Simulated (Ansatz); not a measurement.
# F on Cu(100): change of the work function, part 3 of 3

How does F on the hollow site change the work function of Cu(100) as the layer fills?

Ansatz 0.2.0; plane-wave DFT, PBE, Ansatz PAW.

So far, work function, upper face (eV): step 2 (the clean slab) 4.57; step 3 (17 atoms, coverage 0.25 ML, cell 2x2) 5.27.

### 4. The covered slab, k-mesh 12×12×1, coverage 1 ML

System of this step: Cu4F (F/Cu(100)). The cell holds 5 atoms: 4 Cu and 1 F. Cell: a = 2.553 Å, b = 2.553 Å, c = 24.147 Å, α = 90.0°, β = 90.0°, γ = 90.0°. Vacuum lies along c.

Another coverage, to see how the dipoles act on each other as their distance changes.

The input, input.yaml:

```yaml
crystal:
  lattice:
    - [2.5526554801, 0.0, 0.0]
    - [0.0, 2.5526554801, 0.0]
    - [0.0, 0.0, 24.1470893738]
  atoms:
    - { symbol: Cu, position: [0.5, 0.5, 0.3727157282] }
    - { symbol: Cu, position: [0.0, 0.0, 0.4474659382] }
    - { symbol: Cu, position: [0.5, 0.5, 0.5235136094] }
    - { symbol: Cu, position: [0.0, 0.0, 0.5970893307] }
    - { symbol: F, position: [0.5, 0.5, 0.6272842718] }
kpoints:
  mp_grid: { grid: [12, 12, 1] }
hamiltonian:
  xc: pbe
scf:
  occupations: { method: fermi_dirac, width: 0.1 }
  convergence: { dr2_threshold: 1.0e-08 }
efield:
  axis: 3
  dipole_correction: true
  ramp_position: 0.97
  ramp_width: 0.06
relax:
  f_tol: 0.02
  max_steps: 60
  constraints: [{ sites: [0, 1] }]
output:
  write_potential: true
  write_density: true
  volumetric_format: npy
```

Started as:

```console
> ansatz run input.yaml --threads 4 --pin off --max-ram 6144MiB --backend cpu --events-out ev --progress --plain --runs-dir out
```

Numbers of over 12 decimals in the logs are rounded to 6 here.

The log of the run:

```text
[...]
Crystal: 5 atoms, lattice volume = 157.344 Å³
Basis set: ecut = 420 eV, 3117 PW (Γ), exchange–correlation on 36×36×324 points (8 copies of the dense FFT grid, shifted against one another)
Bands: 50, of which v1, the nominal top of the filled ones, is band 42 counted from 1 (41 counted from 0)
Symmetry: 8 space group operations
[...]
k-points: 28 of 144
[...]
SCF iter   1: F=—  HF=-27306.659758 eV  |F-HF|=—  |Δ(HF+E_count)|=         —  Δρ=1.41e-2  dr2=1.15e0  ethr=1.77e-3  p=0.003 e·Å  D=3.92e-3 V/Å  ΔV_dip=-0.09 eV  dr2_dipole=2.67e-1  V_vac-E_F(+/−)=4.46/4.55 eV  ⟨swp⟩=8.9  Hψ=6479  notcnv=0  defer=9
[...]
SCF iter  15: F=-27306.593301 eV  HF=-27306.593301 eV  |F-HF|=1.71e-8  |Δ(HF+E_count)|=   3.79e-8  Δρ=2.06e-6  dr2=3.84e-9  ethr=1.20e-11  p=-0.026 e·Å  D=-2.97e-2 V/Å  ΔV_dip=0.72 eV  dr2_dipole=4.63e-12  V_vac-E_F(+/−)=5.27/4.55 eV  ⟨swp⟩=9.0  Hψ=9078  notcnv=0
SCF 1 converged in 15 iterations: F = -27306.593301 eV  dr2 = 3.84e-9
[...]
relax step   1: F+E_penalty+E_count = -27306.59330137 eV  Δ(F+E_penalty+E_count) = +0.000e0 eV  max|allowed force component| = 3.654e0 eV/Å  Δτ_max = 0.0000 Å  (15 SCF iters, accepted)
[...]
SCF iter  13: F=-27307.027854 eV  HF=-27307.027854 eV  |F-HF|=6.07e-8  |Δ(HF+E_count)|=   1.94e-7  Δρ=1.26e-6  dr2=3.62e-9  ethr=1.20e-11  p=-0.063 e·Å  D=-7.30e-2 V/Å  ΔV_dip=1.76 eV  dr2_dipole=4.94e-10  V_vac-E_F(+/−)=6.30/4.54 eV  ⟨swp⟩=8.1  Hψ=9492  notcnv=0
SCF 2 converged in 13 iterations: F = -27307.027854 eV  dr2 = 3.62e-9
relax step   2: F+E_penalty+E_count = -27307.02785393 eV  Δ(F+E_penalty+E_count) = -4.346e-1 eV  max|allowed force component| = 2.465e0 eV/Å  Δτ_max = 0.1689 Å  (13 SCF iters, accepted)
[...]
SCF iter  13: F=-27307.356270 eV  HF=-27307.356270 eV  |F-HF|=1.77e-7  |Δ(HF+E_count)|=   3.88e-7  Δρ=1.65e-6  dr2=3.66e-9  ethr=1.20e-11  p=-0.128 e·Å  D=-1.47e-1 V/Å  ΔV_dip=3.55 eV  dr2_dipole=5.20e-10  V_vac-E_F(+/−)=8.10/4.55 eV  ⟨swp⟩=10.1  Hψ=10033  notcnv=0
SCF 3 converged in 13 iterations: F = -27307.356270 eV  dr2 = 3.66e-9
relax step   3: F+E_penalty+E_count = -27307.35626971 eV  Δ(F+E_penalty+E_count) = -3.284e-1 eV  max|allowed force component| = 1.664e-1 eV/Å  Δτ_max = 0.1947 Å  (13 SCF iters, accepted)
[...]
relax step   4: F+E_penalty+E_count = -27307.36217563 eV  Δ(F+E_penalty+E_count) = -5.906e-3 eV  max|allowed force component| = 4.954e-2 eV/Å  Δτ_max = 0.0894 Å  (12 SCF iters, accepted)
SCF iter   1: F=—  HF=-27307.362561 eV  |F-HF|=—  |Δ(HF+E_count)|=         —  Δρ=4.27e-4  dr2=3.15e-4  ethr=2.42e-6  p=-0.134 e·Å  D=-1.54e-1 V/Å  ΔV_dip=3.72 eV  dr2_dipole=6.20e-5  V_vac-E_F(+/−)=8.25/4.53 eV  ⟨swp⟩=3.2  Hψ=3004  notcnv=0  defer=73
[...]
SCF iter   8: F=-27307.362313 eV  HF=-27307.362312 eV  |F-HF|=1.70e-7  |Δ(HF+E_count)|=   3.34e-7  Δρ=2.53e-6  dr2=6.29e-9  ethr=1.20e-11  p=-0.132 e·Å  D=-1.52e-1 V/Å  ΔV_dip=3.67 eV  dr2_dipole=1.83e-10  V_vac-E_F(+/−)=8.20/4.53 eV  ⟨swp⟩=10.1  Hψ=10045  notcnv=0
SCF 5 converged in 8 iterations: F = -27307.362313 eV  dr2 = 6.29e-9
relax step   5: F+E_penalty+E_count = -27307.36231266 eV  Δ(F+E_penalty+E_count) = -1.370e-4 eV  max|allowed force component| = 1.781e-2 eV/Å  Δτ_max = 0.0093 Å  (8 SCF iters, accepted)
[...]
SCF converged after 8 iterations
Free energy (F): -27307.362313 eV
[...]
Internal energy: -27307.309594 eV  (E = F + TS)
E sigma→0 (E₀):  -27307.335953 eV
Entropy (-TS):   -0.052719 eV (-10.544 meV/atom)
Fermi energy:    1.069682 eV
Dipole field:    D = -0.152090 V/Å  (p = -0.132248 e·Å, saw-weighted, corrected)
Work function:   Φ+ = 8.2031 eV   Φ− = 4.5305 eV
[...]
--- Forces (eV/Å), atoms counted from 1 ---
  atom   1  Cu    -0.00000000     0.00000000     0.11689972
  atom   2  Cu    -0.00000000     0.00000000    -0.11337408
  atom   3  Cu    -0.00000000     0.00000000    -0.01045404
  atom   4  Cu     0.00000000     0.00000000    -0.01086577
  atom   5  F      0.00000000     0.00000000     0.01781439
  max |Σ_I F_I| component: 2.02e-5 eV/Å
--- Band table (eV; the first three rows and the last of 28) ---
  k-point 0: bands = [... 38 lower, -0.3708, -0.1626, 0.1630, 0.5438, 0.5438, 1.6028, 5.4441, 6.5934, ... 4 higher]
  k-point 1: bands = [... 38 lower, -0.3701, -0.1986, 0.1122, 0.5006, 0.5944, 1.9459, 5.6039, 6.7833, ... 4 higher]
  k-point 2: bands = [... 38 lower, -0.3698, -0.0670, 0.0326, 0.6740, 0.7092, 2.7463, 6.0783, 7.2839, ... 4 higher]
  k-point 27: bands = [... 38 lower, 0.5850, 0.5933, 3.9374, 3.9374, 6.5404, 6.5404, 8.5901, 8.6045, ... 4 higher]
--- Relaxed structure (5 steps of the walk, 5 accepted, 0 SCFs on fresh bases) ---
  F+E_penalty+E_count = -27307.36231266 eV   max|allowed force component| = 1.781e-2 eV/Å
  atoms:
    - { symbol: Cu, position: [0.5, 0.5, 0.372716] }
    - { symbol: Cu, position: [0.0, 0.0, 0.447466] }
    - { symbol: Cu, position: [0.5, 0.5, 0.523110] }
    - { symbol: Cu, position: [0, 0.0, 0.598754] }
    - { symbol: F, position: [0.5, 0.5, 0.645657] }
```

Wall time 28 s (4 threads of Intel Xeon Platinum 8375C at 2.90GHz (Ice Lake), shared host); peak memory 0.61 GiB; 1.7 min of CPU time.

Step by step:

```
step  energy less that of the first step (eV)  largest force component (eV/Å)
   1                                   0.0000                          3.6535
   2                                  -0.4346                          2.4653
   3                                  -0.7630                          0.1664
   4                                  -0.7689                          0.0495
   5                                  -0.7690                          0.0178
```

Forces are held to the 8 operations that the run works with; a distortion that breaks them can't arise in this run.

The atoms that moved most (Å):

```
atom     dx     dy      dz  length
  F5  0.000  0.000   0.444   0.444
 Cu4  0.000  0.000   0.040   0.040
 Cu3  0.000  0.000  -0.010   0.010
```

The relaxed structure:

```xyz
5
Lattice="2.5527 0.0000 0.0000 0.0000 2.5527 0.0000 0.0000 0.0000 24.1471" Properties=species:S:1:pos:R:3
Cu    1.2763    1.2763    9.0000
Cu    0.0000    0.0000   10.8050
Cu    1.2763    1.2763   12.6316
Cu    0.0000    0.0000   14.4582
F     1.2763    1.2763   15.5907
```

Numbers from this step:

```yaml
energy_at_zero_smearing: -27307.3360 eV
work_function_upper_face: 8.203 eV
work_function_lower_face: 4.530 eV
dipole_along_the_normal: -0.1322 e·Å
step_between_the_vacuum_levels: 3.673 eV
```

Running mean over 1.805 Å of the planar mean; the ramp of the sawtooth is left out. Electron's electrostatic potential energy less the Fermi level against z:

```
z (Å)  electron's electrostatic potential energy less the Fermi level (eV)
  3.0                                                                 4.53
  3.5                                                                 4.53
  4.0                                                                 4.53
  4.5                                                                 4.53
  5.0                                                                 4.53
  5.5                                                                 4.52
  6.0                                                                 4.49
  6.5                                                                 4.40
  7.0                                                                 4.06
  7.5                                                                 2.66
  8.0                                                                -1.46
  8.5                                                                -6.21
  9.0                                                                -8.30
  9.5                                                                -8.64
 10.0                                                                -8.73
 10.5                                                                -8.80
 11.0                                                                -8.76
 11.5                                                                -8.60
 12.0                                                                -8.55
 12.5                                                                -8.60
 13.0                                                                -8.46
 13.5                                                                -8.27
 14.0                                                                -8.26
 14.5                                                                -9.09
 15.0                                                                -8.59
 15.5                                                                -3.86
 16.0                                                                 1.14
 16.5                                                                 5.00
 17.0                                                                 7.64
 17.5                                                                 8.13
 18.0                                                                 8.19
 18.5                                                                 8.20
 19.0                                                                 8.20
 19.5                                                                 8.20
 20.0                                                                 8.20
 20.5                                                                 8.20
 21.0                                                                 8.20
```

The relaxation took 5 steps and lowered the energy by 0.77 eV; the largest force on the free atoms ends at 0.018 eV/Å.

The covered face has 8.20 eV, +3.63 eV against the clean one; the bare back face has moved by -0.05 eV, a measure of how thin the slab is.

### 5. Work function against coverage

This step: plane-wave DFT, PBE, Ansatz PAW; work function against coverage (Ansatz 0.2.0).

The runs are now put side by side.

Numbers from this step:

* work function of the clean face: 4.571 eV
* largest change of the work function: 3.632 eV

Table of work function of the covered face by coverage:

```
coverage (adsorbates/nm²)  work function of the covered face (eV)
                     0.00                                    4.57
                     3.84                                    5.27
                    15.35                                    8.20
```

The dipole per adsorbate comes from the change of the cell's dipole. Coverage, by row:

```
coverage (1/nm²)  coverage (ML)  work function (eV)  change (eV)  dipole per adsorbate, positive end outwards (debye)  mean height of the added atoms over the highest substrate atom (Å)
           3.837           0.25               5.275        0.704                                               -0.519                                                               1.285
           15.35              1               8.203        3.632                                               -0.637                                                               1.133
```

### 6. Results

```json
{
 "work function of the clean face": "4.57 eV",
 "work function at 0.25 ML": "5.27 eV",
 "work function at 1 ML": "8.20 eV",
 "dipole per adsorbate at 0.25 ML, positive end outwards": "-0.52 D"
}
```

What this shows: F raises the work function of Cu(100) at the lowest coverage, by 0.70 eV: the adsorbate layer has its negative end outwards. The slab has 4 layers, at the tabulated experimental lattice constant, one starting site was run, and quantum-size effects of a slab this thin can reach one or two tenths of an eV.

[Logs are printed without paths, hosts, clocks, repeated set-up lines and the standing remarks that a program may print on its own settings, such as how far it seeks lower states.]

[Hosts, paths, dates, database ids (printed as entryN), source tags and the programs' standing remarks are cut or masked in the printed files.]

[Maps of the electrostatic potential energy from Ansatz leave out the sawtooth potential of an applied field or a dipole correction, so their vacuum need not be flat; planar profiles and work functions include it.]
